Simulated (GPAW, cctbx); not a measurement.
# Bonding in ZnPbO2 as X-rays see it

Question: by how much does bonding change the X-ray structure factors of ZnPbO2, how firmly does DFT give the change, and what does a routine refinement make of it?

The cell comes from substitution in a known structure type and wasn't matched to any measured phase. All numbers below are calculated.

### 1. Find the equilibrium geometry

The density hangs on the geometry, so cell and atoms are relaxed first, with the symmetry held. The cutoff is set higher than for the density because stress converges slowly with plane waves.

Settings: GPAW 26.7.0, PBE, 900 eV, 4×4×2 k-points (along the axes of the calculation cell), Fermi–Dirac width 0.05 eV, BFGS to 0.03 eV/Å.

```text
cell
1.0
     3.891000000    0.000000000    0.000000000
     0.000000000    3.891000000    0.000000000
     0.000000000    0.000000000    7.822000000
Pb Zn O
2 2 4
Direct
0.000000000 0.500000000 0.195500000
0.500000000 0.000000000 0.804500000
0.000000000 0.500000000 0.590200000
0.500000000 0.000000000 0.409800000
0.000000000 0.500000000 0.854300000
0.500000000 0.000000000 0.145700000
0.500000000 0.500000000 0.500000000
0.000000000 0.000000000 0.500000000
```

```console
$ OMP_NUM_THREADS=1 mpirun -n 4 gpaw python run.py > gpaw.log
```

```text
BFGS:    0      -39.030702        1.414184
BFGS:    1      -39.090557        1.275375
BFGS:    2      -39.333973        0.610751
BFGS:    3      -39.363241        0.594566
...
BFGS:   13      -39.445054        0.042716
BFGS:   14      -39.445361        0.036772
BFGS:   15      -39.445588        0.019560
cell  3.9127 3.9127 7.6033  90.00 90.00 90.00
volume 116.400 A^3, largest force 0.020 eV/A, largest stress 0.18 GPa
```

After 15 steps the volume has changed by -1.7 % and the energy by -0.415 eV; the largest stress left is 0.18 GPa. It took 3.8 min on 4 cores of Intel(R) Xeon(R) 6975P-C (Granite Rapids) (shared host), peak memory 1.6 GiB.

Relaxed structure: P4/nmm (no. 129, origin choice 1), a = 3.9127 Å, b = 3.9127 Å, c = 7.6033 Å, α = 90.00°, β = 90.00°, γ = 90.00°.

| atom | mult. | x | y | z |
| --- | --- | --- | --- | --- |
| Pb1 | 2 | 0 | 1/2 | 0.1680 |
| Zn1 | 2 | 0 | 1/2 | 0.5864 |
| O1 | 2 | 0 | 1/2 | 0.8618 |
| O2 | 2 | 1/2 | 1/2 | 1/2 |

### 2. Density and charge transfer

X-rays see the whole electron density, so the PAW density is rebuilt with its core regions. Subtracting spherical free atoms from the same code cancels the cores and leaves the deformation density Δρ, the part due to bonding.

Settings: PBE, 550 eV, 5×5×3 k-points (along the axes of the calculation cell), Fermi–Dirac width 0.05 eV; primitive cell of 8 atoms.

```console
$ OMP_NUM_THREADS=1 mpirun -n 4 gpaw python run.py > gpaw.log
```

```text
|iter:   1|       0s |  -45.919565 | +0.34 |       |
|iter:   2|       0s |  -43.677252 | -0.51 | -0.97 |
|iter:   3|       1s |  -38.707923 | +0.24 | -1.03 |
...
|iter:  14|       6s |  -38.708983c| -6.77 | -6.07c|
|iter:  15|       7s |  -38.708983c| -7.15 | -6.29c|
|iter:  16|       7s |  -38.708983c| -7.65c| -6.61c|
```

```text
grid (48, 48, 84)  electrons 256.000  moved by bonding 2.102 e
deformation density beyond 0.5 A of the nuclei: max 0.191, min -0.100 e/A^3
atom        x       y       z   Voronoi charge  moment
Pb1    0.0000  0.5000  0.1680      0.412       0.00
Pb2    0.5000  0.0000  0.8320      0.412       0.00
Zn3    0.0000  0.5000  0.5863      0.382       0.00
Zn4    0.5000  0.0000  0.4137      0.382       0.00
O 5    0.0000  0.5000  0.8618     -0.387       0.00
O 6    0.5000  0.0000  0.1382     -0.387       0.00
O 7    0.5000  0.5000  0.5000     -0.406       0.00
O 8    0.0000  0.0000  0.5000     -0.406       0.00
mean inner potential of superposed free atoms 19.034 V
total magnetic moment 0.000 muB
```

Deformation density in a plane through the shortest contact of the Zn atom at the origin, in 0.01 e/Å³ (clipped at ±99); x from -1.6 to 3.7 Å, y from 2.4 down to -2.4 Å:

```text
  2   1   0  -2  -2  -1   4   5   3   0  -4  -3  -2  -2  -3  -4
  8   6   4   0  -2  -1   1   1   0  -2  -3  -3  -2  -2  -3  -4
  .  10   7   1  -2  -2  -2  -2  -2  -2  -2  -1  -1  -2  -3  -3
  .   .   9   1  -3  -4  -4  -3  -1   0   1   1   1  -1  -2  -2
  .  18  10  -3  -7  -5  -6  -3   0   5   7   6   6   1  -1  -2
  8   8  -1  -8   .   .  -5  -5   6  12   .   .   9   5   0  -2
  1  -1  -6  -1   .   .   0  -5  11  17   .   .  13   7  -1  -4
 -2  -3  -6  -6   .   .  -5  -4   8  14   .   .  16   5  -6  -6
 -1  -1   0  -3  -7  -7  -6  -3   2   7   7  10   7  -5  -7   .
  1   5   8  10   7   1  -2  -2  -1   1   1   1  -2  -6   .   .
  5  10   7   .  12   7   1  -1  -2  -1  -1  -2  -4  -7  -3   .
  7  13   .   .  10   8   2  -1  -2  -2  -2  -1  -1  -2  -6  -7
  5  11   9   .  13   8   2  -1  -2  -2   0   2   6   9   8   3
```

Atoms in or within 0.15 Å of the plane: Zn (0.0, 0.0), O (-0.7, -2.0), O (2.1, 0.0) Å. Dots mark points within about 0.45 Å of a nucleus; large values next to them are atomic features.

O gains most (-0.40 e) and Pb loses most (+0.41 e), in averages over each element's sites; O is the most electronegative element, but the order of the others doesn't follow electronegativity. Such charges fall far short of formal ones, since overlapping free atoms already put density on their neighbours. Along the shortest contact from the Zn atom at the map's origin, Zn–O at 2.06 Å, Δρ is +0.03 e/Å³ at the midpoint and highest, +0.19, 1.47 Å from Zn (points within 0.5 Å of a nucleus left out): little sits at the middle, as in a polar contact, whose build-up shifts to the more electronegative atom. At the midpoints of other shortest contacts it is 0.00 (Pb–O, 2.33 Å), -0.01 (O–O, 2.77 Å), -0.01 (Zn–Zn, 3.06 Å) and -0.02 (Pb–Zn, 3.18 Å) e/Å³. Point values carry grid noise of about 0.01 e/Å³. The run needed 16 iterations, 14 s.

### 3. Structure factors

The Fourier components of Δρ, added to those of the free atoms, give the static X-ray structure factors; the Mott–Bethe relation turns them into the Fourier components V of the potential that fast electrons feel.

```text
static structure factors of the conventional cell: F in electrons, V (Mott-Bethe) in volts
   h  k  l      d  |F| table  |F| free   |F| DFT   change   |V| free  |V| DFT  change %
   0  0  1  7.6033    23.677    23.592    23.441   -0.152     0.466    0.811     74.0
   0  0  2  3.8016    40.921    40.909    40.396   -0.512     1.150    1.442     25.4
   1  0  1  3.4791    91.794    91.757    91.268   -0.489     3.689    3.923      6.3
   1  1  0  2.7667   192.191   192.025   191.913   -0.112     9.638    9.672      0.4
   1  0  2  2.7266   153.990   153.917   153.158   -0.759     7.038    7.260      3.2
   1  1  1  2.5999    46.051    46.002    47.098    1.096     2.607    2.315    -11.2
   0  0  3  2.5344   157.781   157.590   158.635    1.045     8.272    8.007     -3.2
   1  1  2  2.2370    59.836    59.836    60.446    0.610     2.974    2.854     -4.0
   1  0  3  2.1272    54.371    54.105    54.411    0.306     3.203    3.148     -1.7
   2  0  0  1.9563   193.642   193.250   193.897    0.647     9.457    9.359     -1.0
   0  0  4  1.9008    85.190    85.026    85.047    0.021     3.598    3.595     -0.1
   2  0  1  1.8946    22.606    22.844    22.694   -0.150     0.135    0.156     15.7
   1  1  3  1.8688   124.518   124.515   124.529    0.014     4.645    4.643     -0.0
   2  0  2  1.7395    37.526    37.673    37.580   -0.093     0.626    0.637      1.8
```

The largest X-ray change is +1.10 e on 111, 2.4 % of |F|. For electrons V goes as (Z − F)/g², so a change of F counts against Z − F, which is small at low angle and wherever the atoms' terms cancel: |V| of 001 moves by +74.0 % (0.47 to 0.81 V) against -0.6 % in |F|. The tabulated Hartree–Fock atoms differ from the free DFT atoms by up to 0.39 e, so the choice of reference atom matters too.

### 4. The functional ladder

The same geometry is run with other functionals, to see whether the bonding signal is larger than the spread between approximations. Free atoms are LDA for LDA and PBE otherwise. Any other changed setting is in the row's label.

```
   run  ΔF 111 (e)  ΔF 003 (e)  ΔF 102 (e)  q(O) (e)  moved (e)  time
   PBE      +1.096      +1.045      -0.759    -0.397      2.102  14 s
   LDA      +1.038      +0.967      -0.742    -0.386      2.004  15 s
revPBE      +1.119      +1.078      -0.762    -0.402      2.154  17 s
```

At the base's settings ΔF(111) spans +1.038 to +1.119 e, a spread of 7 % of the PBE value; over the three listed reflections the spread is at most 11 %, so sign and size hold across the functionals. Times are from shared hosts.

### 5. Refining ordinary atoms against data with bonding

Routine crystallography fits spherical atoms. To see the bias, intensities are simulated from tabulated atoms plus the DFT change ΔF, so that bonding alone can misfit (5256 reflections of the full sphere, merged to the counts below, to 0.45 Å, 0.5 % proportional noise plus counting noise, assumed isotropic U as listed, Δρ smeared by the mean U) and refined with cctbx over different ranges.

| range | data | R1 | GooF | U Pb1 (true 0.0057) | U Zn1 (true 0.0084) | U O1 (true 0.0124) | U O2 (true 0.0124) | largest shift (Å) | Δρ max, min (e/Å³) |
| --- | --- | --- | --- | --- | --- | --- | --- | --- | --- |
| all data | 441 | 0.0030 | 1.09 | 0.0057 | 0.0084 | 0.0122 | 0.0124 | 0.0003 | 0.37, -0.38 |
| low resolution, d > 0.84 | 84 | 0.0032 | 1.74 | 0.0058 | 0.0084 | 0.0125 | 0.0121 | 0.0012 | 0.24, -0.21 |
| high order, d < 0.75 | 328 | 0.0030 | 0.88 | 0.0057 | 0.0084 | 0.0122 | 0.0125 | 0.0003 | 0.27, -0.33 |
| occupancies free, d > 0.7 | 132 | 0.0026 | 1.30 | 0.0057 | 0.0085 | 0.0138 | 0.0140 | 0.0001 | 0.18, -0.19 |

With all data GooF is 1.09, diluted by the many high-angle data; the misfit shows at low resolution; the top residual peak, near noise level, lies 0.45 Å from O and 1.65 Å from Zn. No U is off by more than 3 s.u. at low resolution. With Pb1 held at 1 and the scale free, the other occupancies refine to Zn1 1.002(0.002), O1 1.034(0.009) and O2 1.043(0.008), on sites that are all full: they absorb part of the misfit, and only ratios to the fixed site mean anything.

### 6. Answer

Bonding moves 2.10 e in the primitive cell of ZnPbO2 and changes the structure factors of the conventional cell in the table above by at most 1.10 e (111, 2.4 %). The shortest bond, Zn–O, has Δρ = +0.03 e/Å³ at its midpoint, low for a shared bond; with the charge transfer this is a polar contact. At the base's settings ΔF(111) spans +1.038 to +1.119 e, a spread of 7 % of the PBE value; over the three listed reflections the spread is at most 11 %, so sign and size hold across the functionals. With all data GooF is 1.09, diluted by the many high-angle data. Limits: static density, frozen cores, no spin–orbit coupling.

[Outputs are excerpts: Python notices, other lines and further rows are left out; steps that failed or that the build refused (PBEsol, TPSS) are not shown.]

[Logs are printed without paths, hosts, clocks, repeated set-up lines and the standing remarks that a program may print on its own settings, such as how far it seeks lower states.]
